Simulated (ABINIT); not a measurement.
# Quasiparticle gap of CsPbCl3 (Pm-3m) in ABINIT, part 2 of 2

Aim: the G0W0 gap of CsPbCl3 (Pm-3m) on PBE, step by step.

ABINIT 10.8.3; PBE and many-body steps on it, plane waves. Known limits of the many-body steps: short of the basis limit; no spin-orbit coupling; coarse k mesh.

So far. Step 2 (Ground state): The gap is direct, at (0.500, 0.500, 0.500). Step 3 (Bands along the symmetry lines): The gap is 1.932 eV, as in the run before at this level.

## (4) Empty states on the mesh, 2×2×2 mesh, 172 bands

Level of this step: DFT, PBE, plane waves, norm-conserving pseudopotentials (ABINIT).

The sums over transitions need many empty states on a uniform mesh; this step solves for them.

File run.abi:

```
acell 3*1.0 Angstrom
rprim 
  5.605000000000 0.000000000000 0.000000000000
  0.000000000000 5.605000000000 0.000000000000
  0.000000000000 0.000000000000 5.605000000000
ntypat 3
znucl 55 82 17
natom 5
typat 1 2 3 3 3
xred 
  0.000000000000 0.000000000000 0.000000000000
  0.500000000000 0.500000000000 0.500000000000
  0.500000000000 0.500000000000 0.000000000000
  0.000000000000 0.500000000000 0.500000000000
  0.500000000000 0.000000000000 0.500000000000
pp_dirpath "pseudos"
pseudos "Cs.upf, Pb.upf, Cl.upf"
ecut 32
ngkpt 2 2 2
nshiftk 1
shiftk 0 0 0
kptopt 1
chksymbreak 0
iscf -2
irdden 1
istwfk *1
nband 172
nbdbuf 14
tolwfr 1e-09
nstep 60
prtvol 0
indata_prefix "in"
outdata_prefix "out"
tmpdata_prefix "tmp"
```

Launch:

```
OMP_NUM_THREADS=1 mpirun -n 4 abinit run.abi > log
```

Standard output:

```text
.Version 10.8.3 of ABINIT. v10.8.2 released Aug 2026.

 Symmetries : space group Pm -3 m (#221); Bravais cP (primitive cubic)
[... echo of the input left out ...]
== DATASET  1 ==================================================================
-   mpi_nproc: 4, omp_nthreads: 1 (-1 if OMP is not activated)

--- !DatasetInfo
iteration_state: {dtset: 1, }
dimensions: {natom: 5, nkpt: 4, mband: 172, nsppol: 1, nspinor: 1, nspden: 1, mpw: 10280, }
cutoff_energies: {ecut:  32.0, pawecutdg:  -1.0, }
electrons: {nelect:   5.20000000E+01, charge:   0.00000000E+00, occopt:   1.00000000E+00, tsmear:   1.00000000E-02, }

 Real(R)+Recip(G) space primitive vectors, cartesian coordinates (Bohr,Bohr^-1):
 R(1)= 10.5919149  0.0000000  0.0000000  G(1)=  0.0944116  0.0000000  0.0000000
 R(2)=  0.0000000 10.5919149  0.0000000  G(2)=  0.0000000  0.0944116  0.0000000
 R(3)=  0.0000000  0.0000000 10.5919149  G(3)=  0.0000000  0.0000000  0.0944116
 Unit cell volume ucvol=  1.1882928E+03 bohr^3
 Angles (23,13,12)=  9.00000000E+01  9.00000000E+01  9.00000000E+01 degrees

 getcut: wavevector=  0.0000  0.0000  0.0000  ngfft=  54  54  54
         ecut(hartree)=     32.000   => boxcut(ratio)=   2.00207

--- Pseudopotential description ------------------------------------------------
- Cs Generated using ONCVPSP code by D. R. Hamann
- 55.00000   9.00000  171031                  znucl, zion, pspdat
12 -101130 3 -1 2414                          pspcod,pspxc,lmax,lloc,mmax
     nproj     2     2     2     2
  pspatm : epsatm=   22.81663564
         --- l  ekb(1:nproj) -->
             0    6.176104    0.756334
             1    6.263084    0.786397
             2    3.737592    0.906929
[...]
pspatm: atomic psp has been read  and splines computed

- Pb Generated using ONCVPSP code by D. R. Hamann
- 82.00000  22.00000  220131                  znucl, zion, pspdat
12 -101130 3 -1 1692                          pspcod,pspxc,lmax,lloc,mmax
     nproj     2     2     2     1
  pspatm : epsatm=   27.21822286
         --- l  ekb(1:nproj) -->
[...]
3    9.337611
 pspatm: atomic psp has been read  and splines computed

- Cl Generated using ONCVPSP code by D. R. Hamann
- 17.00000   7.00000  171031                  znucl, zion, pspdat
12 -101130 2 -1 1028                          pspcod,pspxc,lmax,lloc,mmax
     nproj     2     2     2     0
  pspatm : epsatm=    9.12776517
         --- l  ekb(1:nproj) -->
[...]
pspatm: atomic psp has been read  and splines computed

--------------------------------------------------------------------------------

================================================================================
 prteigrs : about to open file out_EIG
 Non-SCF case, kpt    1 (  0.00000  0.00000  0.00000), residuals and eigenvalues=
  9.11E-10  3.31E-10  4.22E-10  6.28E-10  2.50E-10  2.69E-10  7.52E-10  3.48E-10
  4.20E-10  9.63E-10  5.98E-10  1.48E-10  6.37E-10  1.38E-10  2.68E-10  9.10E-10
  1.53E-10  1.54E-10  2.81E-10  3.90E-10  1.04E-10  1.33E-10  3.51E-10  3.48E-10
[...]
7.07E-06  7.19E-08  3.76E-06  7.49E-07
 -5.0237E+00 -2.8816E+00 -2.8816E+00 -2.8816E+00 -6.8291E-01 -5.1653E-01
 -5.1653E-01 -5.0762E-01 -5.0762E-01 -5.0762E-01 -4.5513E-01 -4.2305E-01
 -4.2305E-01 -1.9776E-01 -1.9776E-01 -1.9776E-01 -1.4101E-01 -6.9483E-02
[...]
1.6426E+00  1.6426E+00  1.6426E+00  1.6551E+00  1.6551E+00  1.6551E+00
  1.6605E+00  1.7003E+00  1.7003E+00  1.7003E+00  1.7035E+00  1.7035E+00
  1.7035E+00  1.7039E+00  1.7039E+00  1.7382E+00
 prteigrs : prtvol=0 or 1, do not print more k-points.

--- !ResultsGS
iteration_state: {dtset: 1, }
comment   : Summary of ground state results
lattice_vectors:
- [ 10.5919149,   0.0000000,   0.0000000, ]
- [  0.0000000,  10.5919149,   0.0000000, ]
- [  0.0000000,   0.0000000,  10.5919149, ]
lattice_lengths: [  10.59191,   10.59191,   10.59191, ]
lattice_angles: [ 90.000,  90.000,  90.000, ] # degrees, (23, 13, 12)
lattice_volume:   1.1882928E+03
convergence: {deltae:  0.000E+00, res2:  0.000E+00, residm:  9.996E-10, diffor:  0.000E+00, }
etotal    :  -2.82636524E+02
entropy   :   0.00000000E+00
fermie    :   1.02427899E-01
cartesian_stress_tensor: null
pressure_GPa: null
xred      :
- [  0.0000E+00,   0.0000E+00,   0.0000E+00, Cs]
- [  5.0000E-01,   5.0000E-01,   5.0000E-01, Pb]
- [  5.0000E-01,   5.0000E-01,   0.0000E+00, Cl]
- [  0.0000E+00,   5.0000E-01,   5.0000E-01, Cl]
- [  5.0000E-01,   0.0000E+00,   5.0000E-01, Cl]
cartesian_forces: null
force_length_stats: {min: null, max: null, mean: null, }

 Integrated electronic density in atomic spheres:
 ------------------------------------------------
 Atom  Sphere_radius  Integrated_density
[...]
================================================================================

 ----iterations are completed or convergence reached----

 Mean square residual over all n,k,spin=   49.350E-11; max=  99.956E-11
 reduced coordinates (array xred) for    5 atoms
[...]
0.000000      0.500000      0.500000
       0.500000      0.000000      0.500000

 cartesian coordinates (angstrom) at end:
    1      0.000000     0.000000     0.000000
[...]
5      2.802500     0.000000     2.802500
 length scales=  1.889726  1.889726  1.889726 bohr
              =  1.000000  1.000000  1.000000 angstroms
 prteigrs : about to open file out_EIG
 Eigenvalues (hartree) for nkpt=   4  k points:
 kpt#   1, nband=172, wtk=  0.12500, kpt=  0.0000  0.0000  0.0000 (reduced coord)
[...]
1.61115    1.63746    1.63746    1.63746    1.64265    1.64265    1.64265    1.65506
   1.65506    1.65506    1.66051    1.70030    1.70030    1.70032    1.70351    1.70351
   1.70352    1.70386    1.70386    1.73818
 prteigrs : prtvol=0 or 1, do not print more k-points.

== END DATASET(S) ==============================================================
================================================================================

 -outvars: echo values of variables after computation  --------
            nband         172
             nkpt           4
          spgroup         221
 [... the other variables as echoed above ...]

 Calculation completed.
```

It took 94 s on 4 MPI ranks of Arm Neoverse V1, shared host; peak memory 0.5 GiB; 6.2 min of CPU time.

This step gave:

```
gap                                                           : 1.932 eV
k of the valence top                                          : 0.5, 0.5, 0.5
k of the conduction bottom                                    : 0.5, 0.5, 0.5
least direct gap                                              : 1.932 eV
k points computed                                             : 4
lowest point of the top converged band, above the valence top : 40.72 eV
```

On this mesh the gap is 1.932 eV.

## (5) Screening, 2×2×2 mesh, 158 bands, screening to 108.8 eV

The RPA dielectric matrix is built and inverted for each q.

This step: RPA screening on PBE, plane waves, norm-conserving pseudopotentials.

Edit run.abi of step 4 so:

```diff
@@ -23,10 +23,11 @@
 chksymbreak 0
-iscf -2
-irdden 1
 istwfk *1
-nband 172
-nbdbuf 14
-tolwfr 1e-09
-nstep 60
-prtvol 0
+occopt 1
+irdwfk 1
+optdriver 3
+nband 158
+ecuteps 4
+inclvkb 2
+awtr 1
+symchi 1
 indata_prefix "in"
```

Standard output:

```text
.Version 10.8.3 of ABINIT. v10.8.2 released Aug 2026.

 Symmetries : space group Pm -3 m (#221); Bravais cP (primitive cubic)
[... echo of the input left out ...]
== DATASET  1 ==================================================================
-   mpi_nproc: 4, omp_nthreads: 1 (-1 if OMP is not activated)

--- !DatasetInfo
iteration_state: {dtset: 1, }
dimensions: {natom: 5, nkpt: 4, mband: 158, nsppol: 1, nspinor: 1, nspden: 1, mpw: 10280, }
cutoff_energies: {ecut:  32.0, pawecutdg:  -1.0, }
electrons: {nelect:   5.20000000E+01, charge:   0.00000000E+00, occopt:   1.00000000E+00, tsmear:   1.00000000E-02, }

 SCREENING: Calculation of the susceptibility and dielectric matrices

 Based on a program developped by R.W. Godby, V. Olevano, G. Onida, and L. Reining.
 Incorporated in ABINIT by V. Olevano, G.-M. Rignanese, and M. Torrent.
.Using double precision arithmetic ; gwpc =  8

[... cell and pseudopotentials left out ...]
--------------------------------------------------------------------------------

 ==== K-mesh for the wavefunctions ====
 Number of points in the irreducible wedge :     4
[... list of points left out ...]
 Together with 48 symmetry operations and time-reversal symmetry
 yields     8 points in the full Brillouin Zone.

 ==== Q-mesh for the screening function ====
 Number of points in the irreducible wedge :     4
[... list of points left out ...]
 Together with 48 symmetry operations and time-reversal symmetry
 yields     8 points in the full Brillouin Zone.

 setmesh: FFT mesh size selected  =    40x   40x   40
          total number of points  =        64000

 vcoul_init : cutoff-mode = AUXILIARY_FUNCTION
 q-points for optical limit:   1
     1)      0.000010    0.000020    0.000030

- screening: taking advantage of time-reversal symmetry
- Maximum band index for partially occupied states nbvw = 26
- Remaining bands to be divided among processors   nbcw = 132
- Number of bands treated by each node ~33

 Number of electrons calculated from density =   52.0000; Expected =   52.0000
 average of density, n =  0.043760
 r_s =    1.7604
 omega_plasma =   20.1788 [eV]

 calculating chi0 at frequencies [eV] :
  1    0.000000E+00    0.000000E+00
  2    0.000000E+00    2.017881E+01

--------------------------------------------------------------------------------
  q-point number  1        q = ( 0.000000, 0.000000, 0.000000) [r.l.u.]
--------------------------------------------------------------------------------
[... chi0 elements left out ...]
 For q-point:  0.000010 0.000020 0.000030
  dielectric constant =   7.2157
  dielectric constant without local fields =   8.2130

  Average fulfillment of the sum rule on Im[epsilon] for q-point    1 :     60.92  [%]
[... wings left out ...]
  q-point number  2        q = ( 0.500000, 0.000000, 0.000000) [r.l.u.]
--------------------------------------------------------------------------------
[... chi0 elements left out ...]
  Average fulfillment of the sum rule on Im[epsilon] for q-point    2 :     67.84  [%]

 [... 2 further q-points ...]
```

Run time: 60 s. Hardware: 4 MPI ranks; peak memory 1.9 GiB.

Read from the output:

| Item | Value |
| --- | --- |
| ε∞ with local fields, on this mesh | 7.216 |
| ε∞ without local fields, on this mesh | 8.213 |
| plasma frequency | 20.18 eV |
| plane waves in the screening matrix | 461 |

Local fields lower ε∞ by 12 %. On a Γ-centred mesh this coarse the value itself is usually too large, while a short band sum pulls it down.

## (6) Self-energy, 2×2×2 mesh, 158 bands, screening to 108.8 eV

The self-energy is evaluated for the states that the input lists, and the quasiparticle equation is solved.

This step: G0W0 on PBE, plane waves, norm-conserving pseudopotentials.

Edit run.abi of step 5 so:

```diff
@@ -26,8 +26,17 @@
 irdwfk 1
-optdriver 3
+optdriver 4
 nband 158
+gwcalctyp 0
+ecutsigx 32
+symsigma 1
+nkptgw 2
+kptgw 
+  0.5000000000 0.5000000000 0.5000000000
+  0.0000000000 0.0000000000 0.0000000000
+bdgw 
+  23 29
+  24 29
 ecuteps 4
-inclvkb 2
-awtr 1
-symchi 1
+irdscr 1
+ppmodel 1
 indata_prefix "in"
```

Standard output:

```text
.Version 10.8.3 of ABINIT. v10.8.2 released Aug 2026.

 Symmetries : space group Pm -3 m (#221); Bravais cP (primitive cubic)
[... echo of the input left out ...]
== DATASET  1 ==================================================================
-   mpi_nproc: 4, omp_nthreads: 1 (-1 if OMP is not activated)

--- !DatasetInfo
iteration_state: {dtset: 1, }
dimensions: {natom: 5, nkpt: 4, mband: 158, nsppol: 1, nspinor: 1, nspden: 1, mpw: 10280, }
cutoff_energies: {ecut:  32.0, pawecutdg:  -1.0, }
electrons: {nelect:   5.20000000E+01, charge:   0.00000000E+00, occopt:   1.00000000E+00, tsmear:   1.00000000E-02, }

 SIGMA: Calculation of the GW corrections

 Based on a program developped by R.W. Godby, V. Olevano, G. Onida, and L. Reining.
 Incorporated in ABINIT by V. Olevano, G.-M. Rignanese, and M. Torrent.
.Using double precision arithmetic ; gwpc =  8

[... cell and pseudopotentials left out ...]
--------------------------------------------------------------------------------

 ==== K-mesh for the wavefunctions ====
 Number of points in the irreducible wedge :     4
[... list of points left out ...]
 Together with 48 symmetry operations and time-reversal symmetry
 yields     8 points in the full Brillouin Zone.

 ==== Q-mesh for screening function ====
 Number of points in the irreducible wedge :     4
[... list of points left out ...]
 Together with 48 symmetry operations and time-reversal symmetry
 yields     8 points in the full Brillouin Zone.

 vcoul_init : cutoff-mode = AUXILIARY_FUNCTION
 q-points for optical limit:   1
     1)      0.000010    0.000020    0.000030
 setmesh: FFT mesh size selected  =    54x   54x   54
          total number of points  =       157464

 Number of electrons calculated from density =   52.0000; Expected =   52.0000
 average of density, n =  0.043760
 r_s =    1.7604
 omega_plasma =   20.1788 [eV]

 === KS Band Gaps ===
  >>>> For spin  1
   Minimum direct gap =   1.9318 [eV], located at k-point      :   0.5000  0.5000  0.5000
   Fundamental gap    =   1.9318 [eV], Top of valence bands at :   0.5000  0.5000  0.5000
                                       Bottom of conduction at :   0.5000  0.5000  0.5000
 SIGMA fundamental parameters:
 PLASMON POLE MODEL  1
 number of plane-waves for SigmaX                10251
 number of plane-waves for SigmaC and W            461
 number of plane-waves for wavefunctions         10251
 number of bands                                   158
 number of independent spin polarizations            1
 number of spinorial components                      1
 number of k-points in IBZ                           4
 number of q-points in IBZ                           4
 number of symmetry operations                      48
 number of k-points in BZ                            8
 number of q-points in BZ                            8
 number of frequencies for dSigma/dE                 9
 frequency step for dSigma/dE [eV]                0.25
 number of omega for Sigma on real axis              0
 max omega for Sigma on real axis  [eV]           0.00
 zcut for avoiding poles [eV]                     0.10

 EPSILON^-1 parameters (SCR file):
 dimension of the eps^-1 matrix on file            461
 dimension of the eps^-1 matrix used               461
 number of plane-waves for wavefunctions         10251
 number of bands                                   158
 number of q-points in IBZ                           4
 number of frequencies                               2
 number of real frequencies                          1
 number of imag frequencies                          1

 matrix elements of self-energy operator (all in [eV])

 Perturbative Calculation

--- !SelfEnergy_ee
iteration_state: {dtset: 1, }
kpoint     : [   0.500,    0.500,    0.500, ]
spin       : 1
KS_gap     :    1.932
QP_gap     :    3.169
Delta_QP_KS:    1.237
data: !SigmaeeData |
     Band     E0 <VxcDFT>   SigX SigC(E0)      Z dSigC/dE  Sig(E)    E-E0       E
       23   0.573 -14.257 -18.504   3.103   0.774  -0.291 -15.142  -0.886  -0.313
       24   0.573 -14.257 -18.504   3.103   0.774  -0.291 -15.142  -0.886  -0.313
       25   0.573 -14.257 -18.504   3.103   0.774  -0.291 -15.142  -0.886  -0.313
       26   2.787 -15.725 -17.975   1.834   0.795  -0.257 -16.056  -0.331   2.456
       27   4.719 -10.379  -6.296  -2.982   0.823  -0.215  -9.473   0.906   5.625
       28   4.719 -10.379  -6.296  -2.982   0.823  -0.215  -9.473   0.906   5.625
       29   4.719 -10.379  -6.296  -2.982   0.823  -0.215  -9.473   0.906   5.625

--- !SelfEnergy_ee
iteration_state: {dtset: 1, }
kpoint     : [   0.000,    0.000,    0.000, ]
spin       : 1
KS_gap     :    5.879
QP_gap     :    7.114
Delta_QP_KS:    1.235
data: !SigmaeeData |
     Band     E0 <VxcDFT>   SigX SigC(E0)      Z dSigC/dE  Sig(E)    E-E0       E
       24   0.252 -14.036 -18.291   3.111   0.775  -0.291 -14.922  -0.886  -0.633
       25   0.252 -14.036 -18.291   3.111   0.775  -0.291 -14.922  -0.886  -0.633
       26   0.252 -14.036 -18.291   3.111   0.775  -0.291 -14.922  -0.886  -0.633
       27   6.131  -6.348  -2.686  -3.248   0.844  -0.185  -5.998   0.349   6.480
       28   7.070  -6.633  -2.878  -3.128   0.844  -0.185  -6.104   0.529   7.600
       29   7.070  -6.633  -2.878  -3.128   0.844  -0.185  -6.104   0.529   7.600

== END DATASET(S) ==============================================================
================================================================================

 -outvars: echo values of variables after computation  --------
           etotal      0.0000000000E+00
            nband         158
             nkpt           4
          spgroup         221
 [... the other variables as echoed above ...]

 Calculation completed.
```

Elapsed: 27 s, on 4 MPI ranks; peak memory 1.5 GiB; 1.8 min of CPU time.

Numbers from this step:

```yaml
g0w0_gap_on_the_mesh: 3.169 eV
starting_gap_on_the_mesh: 1.932 eV
k_of_the_valence_top: 0.5, 0.5, 0.5
k_of_the_conduction_bottom: 0.5, 0.5, 0.5
z_at_the_valence_top: 0.795
z_at_the_conduction_bottom: 0.823
least_direct_g0w0_gap_on_the_computed_points: 3.169 eV
```

The gap on the mesh goes from 1.93 eV to 3.17 eV, a correction of +1.24 eV.

Limits: finite bands, cutoff and mesh; no spin-orbit coupling; coarse k mesh. v1 is the top filled band, c1 the lowest empty one. Levels before and after the correction, in eV, zero at the valence-band top of each column:

|  | conduction bottom | valence top |
| --- | --- | --- |
| Kohn-Sham | 1.93 | 0.00 |
| G0W0 | 3.17 | 0.00 |

|  | level | energy (eV) |
| --- | --- | --- |
| Kohn-Sham | (0.5 0.5 0.5) v4-v2 | -2.214 |
| Kohn-Sham | (0.5 0.5 0.5) v1 | 0.000 |
| Kohn-Sham | (0.5 0.5 0.5) c1-c3 | 1.932 |
| G0W0 | (0.5 0.5 0.5) v4-v2 | -2.769 |
| G0W0 | (0.5 0.5 0.5) v1 | 0.000 |
| G0W0 | (0.5 0.5 0.5) c1-c3 | 3.169 |

## (7) Where the time went

Times are wall times on 4 MPI ranks of Arm Neoverse V1, shared host, good to a factor of about two.

| step | time | share | memory (GiB) |
| --- | --- | --- | --- |
| ground state | 54 s | 18 % | 0.43 |
| bands along the symmetry lines | 72 s | 24 % | 0.44 |
| empty states on the mesh | 94 s | 30 % | 0.5 |
| screening | 60 s | 20 % | 1.9 |
| self-energy | 27 s | 9 % | 1.5 |

## (8) Results

| Property | Result |
| --- | --- |
| PBE gap | 1.93 eV, direct |
| G0W0 gap on the mesh | 3.17 eV |
| GW settings | 2×2×2 mesh, 158 bands, screening to 108.8 eV, Godby-Needs plasmon pole |
| known limits | short of the basis limit; no spin-orbit coupling; coarse k mesh |

G0W0 moves the gap on the mesh from 1.93 eV to 3.17 eV (+1.24 eV), with Z of 0.80 and 0.82 at the edges. Local fields lower the RPA ε∞ on this mesh from 8.21 to 7.22; a Γ-centred mesh this coarse tends to raise both, most where the direct gap is narrow, while a short band sum lowers them. Bands and cutoff are finite, so the gap stands short of the basis limit, usually by up to a few tenths of an eV; the mesh is an error of its own. The 2×2×2 mesh is coarse for this cell, which bears on the long-range parts of exchange and screening. Where an edge is built on 6p states of lead, bismuth or thallium, scalar-relativistic gaps usually stand too wide, by a few tenths to over one eV. This is the ideal cubic cell; many perovskites, halides above all, are cubic only on average, and local tilts or off-centring can widen the gap. The many-body steps are scalar-relativistic: spin-orbit coupling is not in them.

[Long decimals in the printed logs are rounded to 6 places.]

[Logs are printed without paths, hosts, clocks, repeated set-up lines and the standing remarks that a program may print on its own settings, such as how far it seeks lower states.]

[Paths, hosts, dates, memory and timing lines, banners, echoed tables and standing remarks are left out of the program output; an Ansatz launch command may be rebuilt from the run's recorded settings. Measured values are a selection of at most five: reports struck by readers or far from the other reports are left out. None is set beside runs whose start may be inverted or whose files or cutoffs have a known fault.]

[Runs of the session that timed out or met a known fault of the program may be left out.]

[Hosts, paths, dates, database ids (printed as entryN), source tags and the programs' standing remarks are cut or masked in the printed files.]

[G0W0 gaps are taken among the corrected bands and points alone; a level outside them can change the order at an edge.]

[Where Ansatz stands beside ABINIT at settings called matched, ABINIT's density can come from a denser mesh and the files from another edition; pairs whose starting gaps differed by over 0.03 eV were left out, so agreement reads better than it is.]
